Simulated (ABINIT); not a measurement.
# Quasiparticle gap of LiGeN (P6_3mc) in ABINIT, part 2 of 3

Wanted: ground state, empty states, screening and self-energy for LiGeN (P6_3mc).

ABINIT 10.8.3; PBE and many-body steps on it, plane waves. Known limits of the many-body steps: not at the basis limit; no spin-orbit coupling; coarse k mesh.

So far. Step 2 (Ground state): The gap is indirect, with the least direct gap 0.99 eV higher.

### 3. Bands along the symmetry lines

Level of this step: DFT, PBE, plane waves, norm-conserving pseudopotentials (ABINIT).

The cheap functional maps the bands first; the places of the edges decide which points the dearer methods must see.

run.abi reads:

```
acell 3*1.0 Angstrom
rprim 
  3.012408535488 -0.000000000022 0.000000000000
  -1.506204267725 2.608822318321 0.000000000000
  0.000000000000 0.000000000000 9.419459000000
ntypat 3
znucl 3 32 7
natom 6
typat 1 1 2 2 3 3
xred 
  0.666666666667 0.333333333333 0.743392000000
  0.333333333333 0.666666666667 0.243392000000
  -0.000000000000 -0.000000000000 0.498023000000
  -0.000000000000 -0.000000000000 0.998023000000
  0.333333333333 0.666666666667 0.603223000000
  0.666666666667 0.333333333333 0.103223000000
pp_dirpath "pseudos"
pseudos "Li.upf, Ge.upf, N.upf"
ecut 56
iscf -2
irdden 1
kptopt 0
nkpt 75
kpt 
  0.00000000 0.00000000 0.00000000
  0.06250000 0.00000000 0.00000000
  0.12500000 0.00000000 0.00000000
  0.18750000 0.00000000 0.00000000
  0.25000000 0.00000000 0.00000000
  0.31250000 0.00000000 0.00000000
  0.37500000 0.00000000 0.00000000
  0.43750000 0.00000000 0.00000000
  0.50000000 0.00000000 0.00000000
  0.47916667 0.04166667 0.00000000
  0.45833333 0.08333333 0.00000000
  0.43750000 0.12500000 0.00000000
  0.41666666 0.16666666 0.00000000
  0.39583333 0.20833333 0.00000000
  0.37500000 0.25000000 0.00000000
  0.35416666 0.29166666 0.00000000
  0.33333333 0.33333333 0.00000000
  0.29166666 0.29166666 0.00000000
  0.25000000 0.25000000 0.00000000
  0.20833333 0.20833333 0.00000000
  0.16666666 0.16666666 0.00000000
  0.12500000 0.12500000 0.00000000
  0.08333333 0.08333333 0.00000000
  0.04166667 0.04166667 0.00000000
  0.00000000 0.00000000 0.00000000
  0.00000000 0.00000000 0.06250000
  0.00000000 0.00000000 0.12500000
  0.00000000 0.00000000 0.18750000
  0.00000000 0.00000000 0.25000000
  0.00000000 0.00000000 0.31250000
  0.00000000 0.00000000 0.37500000
  0.00000000 0.00000000 0.43750000
  0.00000000 0.00000000 0.50000000
  0.06250000 0.00000000 0.50000000
  0.12500000 0.00000000 0.50000000
  0.18750000 0.00000000 0.50000000
  0.25000000 0.00000000 0.50000000
  0.31250000 0.00000000 0.50000000
  0.37500000 0.00000000 0.50000000
  0.43750000 0.00000000 0.50000000
  0.50000000 0.00000000 0.50000000
  0.47916667 0.04166667 0.50000000
  0.45833333 0.08333333 0.50000000
  0.43750000 0.12500000 0.50000000
  0.41666666 0.16666666 0.50000000
  0.39583333 0.20833333 0.50000000
  0.37500000 0.25000000 0.50000000
  0.35416666 0.29166666 0.50000000
  0.33333333 0.33333333 0.50000000
  0.29166666 0.29166666 0.50000000
  0.25000000 0.25000000 0.50000000
  0.20833333 0.20833333 0.50000000
  0.16666666 0.16666666 0.50000000
  0.12500000 0.12500000 0.50000000
  0.08333333 0.08333333 0.50000000
  0.04166667 0.04166667 0.50000000
  0.00000000 0.00000000 0.50000000
  0.50000000 0.00000000 0.50000000
  0.50000000 0.00000000 0.43750000
  0.50000000 0.00000000 0.37500000
  0.50000000 0.00000000 0.31250000
  0.50000000 0.00000000 0.25000000
  0.50000000 0.00000000 0.18750000
  0.50000000 0.00000000 0.12500000
  0.50000000 0.00000000 0.06250000
  0.50000000 0.00000000 0.00000000
  0.33333333 0.33333333 0.50000000
  0.33333333 0.33333333 0.43750000
  0.33333333 0.33333333 0.37500000
  0.33333333 0.33333333 0.31250000
  0.33333333 0.33333333 0.25000000
  0.33333333 0.33333333 0.18750000
  0.33333333 0.33333333 0.12500000
  0.33333333 0.33333333 0.06250000
  0.33333333 0.33333333 0.00000000
istwfk *1
nband 37
nbdbuf 2
tolwfr 1e-08
nstep 40
prtwf 0
prtvol 0
indata_prefix "in"
outdata_prefix "out"
tmpdata_prefix "tmp"
```

Run with:

```
$ OMP_NUM_THREADS=1 mpirun -n 4 abinit run.abi > log
```

Numbers of over 12 decimals in the logs are rounded to 6 here.

Log:

```text
.Version 10.8.3 of ABINIT. v10.8.2 released Aug 2026.

 Symmetries : space group P6_3 m c (#186); Bravais hP (primitive hexag.)
[... echo of the input left out ...]
== DATASET  1 ==================================================================
-   mpi_nproc: 4, omp_nthreads: 1 (-1 if OMP is not activated)

--- !DatasetInfo
iteration_state: {dtset: 1, }
dimensions: {natom: 6, nkpt: 75, mband: 37, nsppol: 1, nspinor: 1, nspden: 1, mpw: 10115, }
cutoff_energies: {ecut:  56.0, pawecutdg:  -1.0, }
electrons: {nelect:   6.00000000E+01, charge:   0.00000000E+00, occopt:   1.00000000E+00, tsmear:   1.00000000E-02, }

 Real(R)+Recip(G) space primitive vectors, cartesian coordinates (Bohr,Bohr^-1):
 R(1)=  5.6926271  0.0000000  0.0000000  G(1)=  0.1756658  0.1014207  0.0000000
 R(2)= -2.8463136  4.9299597  0.0000000  G(2)=  0.0000000  0.2028414  0.0000000
 R(3)=  0.0000000  0.0000000 17.8001978  G(3)=  0.0000000  0.0000000  0.0561792
 Unit cell volume ucvol=  4.9955227E+02 bohr^3
 Angles (23,13,12)=  9.00000000E+01  9.00000000E+01  1.20000000E+02 degrees

 getcut: wavevector=  0.0000  0.0000  0.0000  ngfft=  40  40 120
         ecut(hartree)=     56.000   => boxcut(ratio)=   2.00123

--- Pseudopotential description ------------------------------------------------
- Li Generated using ONCVPSP code by D. R. Hamann
-  3.00000   3.00000  171031                  znucl, zion, pspdat
12 -101130 1 -1 1944                          pspcod,pspxc,lmax,lloc,mmax
     nproj     2     2     0
  pspatm : epsatm=    1.81793346
         --- l  ekb(1:nproj) -->
             0   -5.358005   -1.510070
             1   -2.219256   -0.576914
 pspatm: atomic psp has been read  and splines computed

- Ge Generated using ONCVPSP code by D. R. Hamann
- 32.00000  22.00000  171031                  znucl, zion, pspdat
12 -101130 2 -1 1560                          pspcod,pspxc,lmax,lloc,mmax
     nproj     2     2     2
  pspatm : epsatm=   22.66992952
         --- l  ekb(1:nproj) -->
             0    4.432229   -1.788817
[...]
pspatm: atomic psp has been read  and splines computed

- N Generated using ONCVPSP code by D. R. Hamann
-  7.00000   5.00000  171031                  znucl, zion, pspdat
12 -101130 1 -1 1058                          pspcod,pspxc,lmax,lloc,mmax
     nproj     2     2     0
  pspatm : epsatm=    5.20977870
         --- l  ekb(1:nproj) -->
[...]
pspatm: atomic psp has been read  and splines computed

--------------------------------------------------------------------------------

================================================================================
 prteigrs : about to open file out_EIG
 Non-SCF case, kpt    1 (  0.00000  0.00000  0.00000), residuals and eigenvalues=
  3.56E-09  6.45E-09  8.02E-09  3.26E-09  2.28E-09  3.51E-09  2.57E-09  2.05E-09
  2.37E-09  1.43E-09  4.33E-09  4.25E-09  5.49E-09  6.29E-09  3.65E-09  9.53E-09
[...]
-8.6497E-03 -8.6497E-03  8.5014E-02  8.5014E-02  1.5124E-01  1.9241E-01
  2.8909E-01  2.8909E-01  3.5769E-01  3.5769E-01  3.9088E-01  4.7014E-01
  5.2501E-01

--- !ResultsGS
iteration_state: {dtset: 1, }
comment   : Summary of ground state results
lattice_vectors:
- [  5.6926271,  -0.0000000,   0.0000000, ]
- [ -2.8463136,   4.9299597,   0.0000000, ]
- [  0.0000000,   0.0000000,  17.8001978, ]
lattice_lengths: [   5.69263,    5.69263,   17.80020, ]
lattice_angles: [ 90.000,  90.000, 120.000, ] # degrees, (23, 13, 12)
lattice_volume:   4.9955227E+02
convergence: {deltae:  0.000E+00, res2:  0.000E+00, residm:  9.995E-09, diffor:  0.000E+00, }
etotal    :  -5.94720299E+02
entropy   :   0.00000000E+00
fermie    :   1.98124078E-01
cartesian_stress_tensor: null
pressure_GPa: null
xred      :
- [  6.6667E-01,   3.3333E-01,   7.4339E-01, Li]
- [  3.3333E-01,   6.6667E-01,   2.4339E-01, Li]
- [  0.0000E+00,   0.0000E+00,   4.9802E-01, Ge]
- [  0.0000E+00,   0.0000E+00,   9.9802E-01, Ge]
- [  3.3333E-01,   6.6667E-01,   6.0322E-01,  N]
- [  6.6667E-01,   3.3333E-01,   1.0322E-01,  N]
cartesian_forces: null
force_length_stats: {min: null, max: null, mean: null, }

 Integrated electronic density in atomic spheres:
 ------------------------------------------------
 Atom  Sphere_radius  Integrated_density
[...]
================================================================================

 ----iterations are completed or convergence reached----

 Mean square residual over all n,k,spin=   50.219E-10; max=  99.951E-10
 reduced coordinates (array xred) for    6 atoms
[...]
0.333333333333      0.666666666667      0.603223000000
       0.666666666667      0.333333333333      0.103223000000

 cartesian coordinates (angstrom) at end:
    1      1.506204     0.869607     7.002350
    2      1.267e-11     1.739215     2.292621
    3      0.000000     0.000000     4.691107
    4      0.000000     0.000000     9.400837
    5      1.267e-11     1.739215     5.682034
    6      1.506204     0.869607     0.972305
 length scales=  1.889726125908  1.889726125908  1.889726125908 bohr
              =  1.000000000000  1.000000000000  1.000000000000 angstroms
 prteigrs : about to open file out_EIG
 Eigenvalues (hartree) for nkpt=  75  k points:
 kpt#   1, nband= 37, wtk=  1.00000, kpt=  0.0000  0.0000  0.0000 (reduced coord)
[...]
kpt#   2, nband= 37, wtk=  1.00000, kpt=  0.0625  0.0000  0.0000 (reduced coord)
[...]
kpt#   3, nband= 37, wtk=  1.00000, kpt=  0.1250  0.0000  0.0000 (reduced coord)
[...]
kpt#  74, nband= 37, wtk=  1.00000, kpt=  0.3333  0.3333  0.0625 (reduced coord)
[...]
0.35782    0.35782    0.39177    0.46955    0.52382
 kpt#  75, nband= 37, wtk=  1.00000, kpt=  0.3333  0.3333  0.0000 (reduced coord)
[...]
-0.68223   -0.68223   -0.67919   -0.67917   -0.29909   -0.29909   -0.09510   -0.08977
  -0.00865   -0.00865    0.08501    0.08501    0.15124    0.19241    0.28909    0.28909
   0.35769    0.35769    0.39088    0.47014    0.52501

== END DATASET(S) ==============================================================
================================================================================

 -outvars: echo values of variables after computation  --------
            nband          37
             nkpt          75
          spgroup         186
 [... the other variables as echoed above ...]

 Calculation completed.
```

It took 2.6 min on 4 MPI ranks of Arm Neoverse V1, shared host; peak memory 0.79 GiB; 10 min of CPU time.

This step gave:

```yaml
gap: 1.455 eV
k_of_the_valence_top: 0.25, 0, 0
k_of_the_conduction_bottom: 0.5, 0, 0
least_direct_gap: 2.417 eV
```

The gap is 1.455 eV, −0.009 eV from the run before at this level.

The electronic bands at the labelled points (eV, zero at the top of the highest filled band):

| point | band 27 | band 28 | band 29 | band 30 | band 31 | band 32 | band 33 | band 34 |
| --- | --- | --- | --- | --- | --- | --- | --- | --- |
| Γ | -1.11 | -1.11 | -1.11 | -0.29 | 2.58 | 3.53 | 7.21 | 7.60 |
| halfway | -1.99 | -1.95 | -1.73 | 0.00 | 3.74 | 4.26 | 4.87 | 5.73 |
| M | -2.70 | -2.65 | -1.14 | -1.00 | 1.46 | 2.16 | 5.05 | 5.15 |
| halfway | -3.42 | -3.30 | -1.10 | -0.65 | 1.95 | 2.79 | 4.95 | 5.37 |
| K | -3.09 | -3.09 | -1.28 | -0.16 | 2.47 | 2.47 | 4.33 | 4.33 |
| halfway | -2.86 | -2.84 | -1.53 | -0.01 | 4.48 | 4.51 | 4.82 | 5.50 |
| Γ | -1.11 | -1.11 | -1.11 | -0.29 | 2.58 | 3.53 | 7.21 | 7.60 |
| halfway | -1.11 | -1.11 | -1.11 | -0.67 | 2.81 | 3.45 | 7.26 | 7.54 |
| A | -1.11 | -1.11 | -1.11 | -1.11 | 3.20 | 3.20 | 7.40 | 7.40 |
| halfway | -1.97 | -1.97 | -0.87 | -0.87 | 4.08 | 4.08 | 5.18 | 5.18 |
| L | -2.67 | -2.67 | -1.15 | -1.15 | 1.89 | 1.89 | 5.22 | 5.22 |
| halfway | -3.35 | -3.35 | -0.94 | -0.94 | 2.41 | 2.41 | 5.29 | 5.29 |
| H | -3.09 | -3.09 | -0.79 | -0.79 | 2.44 | 2.44 | 4.42 | 4.42 |
| halfway | -2.85 | -2.85 | -0.74 | -0.74 | 4.33 | 4.33 | 5.43 | 5.43 |
| A | -1.11 | -1.11 | -1.11 | -1.11 | 3.20 | 3.20 | 7.40 | 7.40 |
| jump to L | -2.67 | -2.67 | -1.15 | -1.15 | 1.89 | 1.89 | 5.22 | 5.22 |
| halfway | -2.69 | -2.66 | -1.16 | -1.06 | 1.60 | 2.11 | 5.10 | 5.23 |
| M | -2.70 | -2.65 | -1.14 | -1.00 | 1.46 | 2.16 | 5.05 | 5.15 |
| jump to H | -3.09 | -3.09 | -0.79 | -0.79 | 2.44 | 2.44 | 4.42 | 4.42 |
| halfway | -3.09 | -3.09 | -1.15 | -0.36 | 2.45 | 2.45 | 4.38 | 4.38 |
| K | -3.09 | -3.09 | -1.28 | -0.16 | 2.47 | 2.47 | 4.33 | 4.33 |

### 4. Empty states on the mesh, 3×3×1 mesh, 85 bands

The sums over transitions need many empty states on a uniform mesh; this step solves for them.

run.abi reads:

```
acell 3*1.0 Angstrom
rprim 
  3.012408535488 -0.000000000022 0.000000000000
  -1.506204267725 2.608822318321 0.000000000000
  0.000000000000 0.000000000000 9.419459000000
ntypat 3
znucl 3 32 7
natom 6
typat 1 1 2 2 3 3
xred 
  0.666666666667 0.333333333333 0.743392000000
  0.333333333333 0.666666666667 0.243392000000
  -0.000000000000 -0.000000000000 0.498023000000
  -0.000000000000 -0.000000000000 0.998023000000
  0.333333333333 0.666666666667 0.603223000000
  0.666666666667 0.333333333333 0.103223000000
pp_dirpath "pseudos"
pseudos "Li.upf, Ge.upf, N.upf"
ecut 56
ngkpt 3 3 1
nshiftk 1
shiftk 0 0 0
kptopt 1
chksymbreak 0
iscf -2
irdden 1
istwfk *1
nband 85
nbdbuf 6
tolwfr 1e-09
nstep 60
prtvol 0
indata_prefix "in"
outdata_prefix "out"
tmpdata_prefix "tmp"
```

Run with:

```
$ OMP_NUM_THREADS=1 mpirun -n 3 abinit run.abi > log
```

Log:

```text
.Version 10.8.3 of ABINIT. v10.8.2 released Aug 2026.

 Symmetries : space group P6_3 m c (#186); Bravais hP (primitive hexag.)
[... echo of the input left out ...]
== DATASET  1 ==================================================================
-   mpi_nproc: 3, omp_nthreads: 1 (-1 if OMP is not activated)

--- !DatasetInfo
iteration_state: {dtset: 1, }
dimensions: {natom: 6, nkpt: 3, mband: 85, nsppol: 1, nspinor: 1, nspden: 1, mpw: 10115, }
cutoff_energies: {ecut:  56.0, pawecutdg:  -1.0, }
electrons: {nelect:   6.00000000E+01, charge:   0.00000000E+00, occopt:   1.00000000E+00, tsmear:   1.00000000E-02, }

 Real(R)+Recip(G) space primitive vectors, cartesian coordinates (Bohr,Bohr^-1):
 R(1)=  5.6926271  0.0000000  0.0000000  G(1)=  0.1756658  0.1014207  0.0000000
 R(2)= -2.8463136  4.9299597  0.0000000  G(2)=  0.0000000  0.2028414  0.0000000
 R(3)=  0.0000000  0.0000000 17.8001978  G(3)=  0.0000000  0.0000000  0.0561792
 Unit cell volume ucvol=  4.9955227E+02 bohr^3
 Angles (23,13,12)=  9.00000000E+01  9.00000000E+01  1.20000000E+02 degrees

 getcut: wavevector=  0.0000  0.0000  0.0000  ngfft=  40  40 120
         ecut(hartree)=     56.000   => boxcut(ratio)=   2.00123

--- Pseudopotential description ------------------------------------------------
- Li Generated using ONCVPSP code by D. R. Hamann
-  3.00000   3.00000  171031                  znucl, zion, pspdat
12 -101130 1 -1 1944                          pspcod,pspxc,lmax,lloc,mmax
     nproj     2     2     0
  pspatm : epsatm=    1.81793346
         --- l  ekb(1:nproj) -->
             0   -5.358005   -1.510070
             1   -2.219256   -0.576914
 pspatm: atomic psp has been read  and splines computed

- Ge Generated using ONCVPSP code by D. R. Hamann
- 32.00000  22.00000  171031                  znucl, zion, pspdat
12 -101130 2 -1 1560                          pspcod,pspxc,lmax,lloc,mmax
     nproj     2     2     2
  pspatm : epsatm=   22.66992952
         --- l  ekb(1:nproj) -->
             0    4.432229   -1.788817
[...]
pspatm: atomic psp has been read  and splines computed

- N Generated using ONCVPSP code by D. R. Hamann
-  7.00000   5.00000  171031                  znucl, zion, pspdat
12 -101130 1 -1 1058                          pspcod,pspxc,lmax,lloc,mmax
     nproj     2     2     0
  pspatm : epsatm=    5.20977870
         --- l  ekb(1:nproj) -->
[...]
pspatm: atomic psp has been read  and splines computed

--------------------------------------------------------------------------------

================================================================================
 prteigrs : about to open file out_EIG
 Non-SCF case, kpt    1 (  0.00000  0.00000  0.00000), residuals and eigenvalues=
  7.32E-10  6.90E-10  2.18E-10  9.49E-10  2.03E-10  1.38E-10  2.31E-10  2.72E-10
  1.08E-10  9.32E-10  3.93E-10  6.41E-10  6.76E-10  5.15E-10  6.25E-10  4.76E-10
  1.61E-10  3.81E-10  6.77E-10  5.87E-10  1.78E-10  1.50E-10  1.41E-10  1.94E-10
[...]
9.21E-10  5.10E-10  1.22E-08  1.37E-08  9.65E-06
 -5.7950E+00 -5.7950E+00 -3.8533E+00 -3.8533E+00 -3.8533E+00 -3.8533E+00
 -3.8498E+00 -3.8498E+00 -1.4620E+00 -1.4620E+00 -6.8623E-01 -6.8623E-01
 -6.8622E-01 -6.8622E-01 -6.8195E-01 -6.8194E-01 -6.8070E-01 -6.8070E-01
[...]
1.3843E+00  1.3843E+00  1.4035E+00  1.4802E+00  1.4802E+00  1.4867E+00
  1.5576E+00  1.5811E+00  1.5811E+00  1.6002E+00  1.6002E+00  1.6554E+00
  1.6554E+00
 prteigrs : prtvol=0 or 1, do not print more k-points.

--- !ResultsGS
iteration_state: {dtset: 1, }
comment   : Summary of ground state results
lattice_vectors:
- [  5.6926271,  -0.0000000,   0.0000000, ]
- [ -2.8463136,   4.9299597,   0.0000000, ]
- [  0.0000000,   0.0000000,  17.8001978, ]
lattice_lengths: [   5.69263,    5.69263,   17.80020, ]
lattice_angles: [ 90.000,  90.000, 120.000, ] # degrees, (23, 13, 12)
lattice_volume:   4.9955227E+02
convergence: {deltae:  0.000E+00, res2:  0.000E+00, residm:  9.607E-10, diffor:  0.000E+00, }
etotal    :  -5.94720299E+02
entropy   :   0.00000000E+00
fermie    :   1.98124078E-01
cartesian_stress_tensor: null
pressure_GPa: null
xred      :
- [  6.6667E-01,   3.3333E-01,   7.4339E-01, Li]
- [  3.3333E-01,   6.6667E-01,   2.4339E-01, Li]
- [  0.0000E+00,   0.0000E+00,   4.9802E-01, Ge]
- [  0.0000E+00,   0.0000E+00,   9.9802E-01, Ge]
- [  3.3333E-01,   6.6667E-01,   6.0322E-01,  N]
- [  6.6667E-01,   3.3333E-01,   1.0322E-01,  N]
cartesian_forces: null
force_length_stats: {min: null, max: null, mean: null, }

 Integrated electronic density in atomic spheres:
 ------------------------------------------------
 Atom  Sphere_radius  Integrated_density
[...]
================================================================================

 ----iterations are completed or convergence reached----

 Mean square residual over all n,k,spin=   41.984E-11; max=  96.068E-11
 reduced coordinates (array xred) for    6 atoms
[...]
0.333333333333      0.666666666667      0.603223000000
       0.666666666667      0.333333333333      0.103223000000

 cartesian coordinates (angstrom) at end:
    1      1.506204     0.869607     7.002350
    2      1.267e-11     1.739215     2.292621
    3      0.000000     0.000000     4.691107
    4      0.000000     0.000000     9.400837
    5      1.267e-11     1.739215     5.682034
    6      1.506204     0.869607     0.972305
 length scales=  1.889726125908  1.889726125908  1.889726125908 bohr
              =  1.000000000000  1.000000000000  1.000000000000 angstroms
 prteigrs : about to open file out_EIG
 Eigenvalues (hartree) for nkpt=   3  k points:
 kpt#   1, nband= 85, wtk=  0.11111, kpt=  0.0000  0.0000  0.0000 (reduced coord)
[...]
1.17092    1.17092    1.18165    1.19567    1.19567    1.29386    1.33836    1.37824
   1.38427    1.38427    1.40349    1.48024    1.48024    1.48669    1.55756    1.58108
   1.58108    1.60017    1.60017    1.65540    1.65541
 prteigrs : prtvol=0 or 1, do not print more k-points.

== END DATASET(S) ==============================================================
================================================================================

 -outvars: echo values of variables after computation  --------
            nband          85
             nkpt           3
          spgroup         186
 [... the other variables as echoed above ...]

 Calculation completed.
```

Wall time 26 s (3 MPI ranks); peak memory 0.34 GiB.

This step gave:

| Property | Result |
| --- | --- |
| gap | 2.628 eV |
| k of the valence top | 0.3333, 0, 0 |
| k of the conduction bottom | 0.3333, 0.3333, 0 |
| least direct gap | 2.631 eV |
| k points computed | 3 |
| lowest point of the top converged band, above the valence top | 36.96 eV |

On this mesh the gap is 2.628 eV. The earlier step found 1.464 eV, so this mesh misses an edge.

[end of part 2 of 3]

[Paths, hosts, dates, memory and timing lines, banners, echoed tables and standing remarks are left out of the program output.]

[Logs are printed without paths, hosts, clocks, repeated set-up lines and the standing remarks that a program may print on its own settings, such as how far it seeks lower states.]

[Runs of the session that timed out or met a known fault of the program may be left out.]

[Hosts, paths, dates, database ids (printed as entryN), source tags and the programs' standing remarks are cut or masked in the printed files.]

[G0W0 gaps are taken among the corrected bands and points alone; a level outside them can change the order at an edge.]

[Where Ansatz stands beside ABINIT at settings called matched, ABINIT's density can come from a denser mesh and the files from another edition; pairs whose starting gaps differed by over 0.03 eV were left out, so agreement reads better than it is.]
